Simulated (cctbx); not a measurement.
## Accept or mend?

Cell a = 6.3430 Å, b = 4.3660 Å, c = 6.4760 Å, α = 90.00°, β = 101.70°, γ = 90.00°; space group P2_1/m (no. 11). The compound is Mg3FeC3.

Simulated single-crystal data (cctbx): Mo Kα, λ = 0.71073 Å, to d = 0.77 Å, 50 % of the full sphere, strongest reflection 5000 counts, noise from counting, a 6 % proportional error and a noise floor of 15 counts (s.d.); no absorption.

An anisotropic refinement with weights 1/σ² prints:

```text
Rint 0.082, 394 unique reflections to 0.77 A
cycle     R1     wR2    GooF  max shift (A)
   1  0.1184  0.2527   2.431   0.04311
   3  0.1140  0.2388   2.298   0.00023
final R1 0.1140 wR2 0.2388 GooF 2.298  parameters 36  data/parameter 10.9
atom        x        y        z      Ueq    occ   su(xyz)  su(Uiso or U11)
Fe1    0.30667  0.25000  0.68183   0.0058  1.000  0.00053  0.0015
Mg1    0.19259  0.75000  0.37369   0.0054  1.000  0.00119  0.0036
Mg2    0.09584  0.75000  0.88467   0.0068  1.000  0.00129  0.0034
Mg3    0.59559  0.75000  0.87077   0.0048  1.000  0.00121  0.0034
C1     0.18941  0.25000  0.38942   0.0088  1.000  0.00376  0.0090  NPD
C2     0.58774  0.25000  0.84001   0.0232  1.000  0.00497  0.0110
difference map: max 13.69 min -2.63 rms 0.70
Q1    0.1102  0.2500  0.8615    2   13.70  1.87 A from Fe1
Q2    0.3144  0.2500  0.6648    2    2.26  0.13 A from Fe1
Q3    0.4537  0.7500  0.1574    2    1.98  0.27 A from C2
Q4    0.1559  0.7500  0.1376    2    1.91  1.50 A from Mg1
Q5    0.3932  0.2500  0.0087    2    1.84  0.77 A from Mg3
Q6    0.4678  0.2500  0.1956    2    1.57  0.53 A from Mg3
```

**Question.** Can this result stand? If not, what is the likely fault?

Mend it. The fault: an atom left out, C at (0.1078, 1/4, 0.8596). Against the right model at the same level, R1 goes from 0.0415 to 0.1140 and GooF from 0.91 to 2.30 and the top difference peak, 13.7 e/Å³, lies 1.87 Å from Fe1. Q1 is the missing atom. With scattering power missing, scale and phases suffer, so peaks may also grow on the heavy atoms.

The compound is Mg3FeC3. The right model at the same level gives:

```text
Rint 0.082, 394 unique reflections to 0.77 A
cycle     R1     wR2    GooF  max shift (A)
   1  0.0444  0.0999   0.969   0.00546
   2  0.0415  0.0937   0.909   0.00002
final R1 0.0415 wR2 0.0937 GooF 0.909  parameters 42  data/parameter 9.4
atom        x        y        z      Ueq    occ   su(xyz)  su(Uiso or U11)
Fe1    0.30643  0.25000  0.68158   0.0077  1.000  0.00021  0.0006
Mg1    0.19371  0.75000  0.37400   0.0098  1.000  0.00047  0.0015
Mg2    0.09702  0.75000  0.88506   0.0081  1.000  0.00047  0.0013
Mg3    0.59551  0.75000  0.87036   0.0082  1.000  0.00046  0.0014
C1     0.19199  0.25000  0.39680   0.0093  1.000  0.00134  0.0037
C2     0.10700  0.25000  0.85844   0.0064  1.000  0.00134  0.0039  NPD
C3     0.58417  0.25000  0.84120   0.0147  1.000  0.00146  0.0043
difference map: max 1.46 min -1.35 rms 0.35
Q1    0.3306  0.7500  0.5002    2    1.46  1.07 A from Mg1
Q2    0.0870  0.7500  0.7446    2    1.44  0.90 A from Mg2
Q3    0.0317  0.7500  0.4286    2    1.34  1.15 A from Mg1
Q4    0.4637  0.7500  0.6528    2    1.25  1.49 A from Mg3
Q5    0.3241  0.2500  0.5755    2    1.19  0.72 A from Fe1
Q6    0.4988  0.2500  0.1124    2    1.16  0.63 A from Mg3
```

The model was made for the exercise: a known structure type with other elements put in, its volume estimated, not relaxed; displacement parameters are assumed.

[Middle refinement cycles are left out of these outputs.]

[Logs are printed without paths, hosts, clocks, repeated set-up lines and the standing remarks that a program may print on its own settings, such as how far it seeks lower states.]
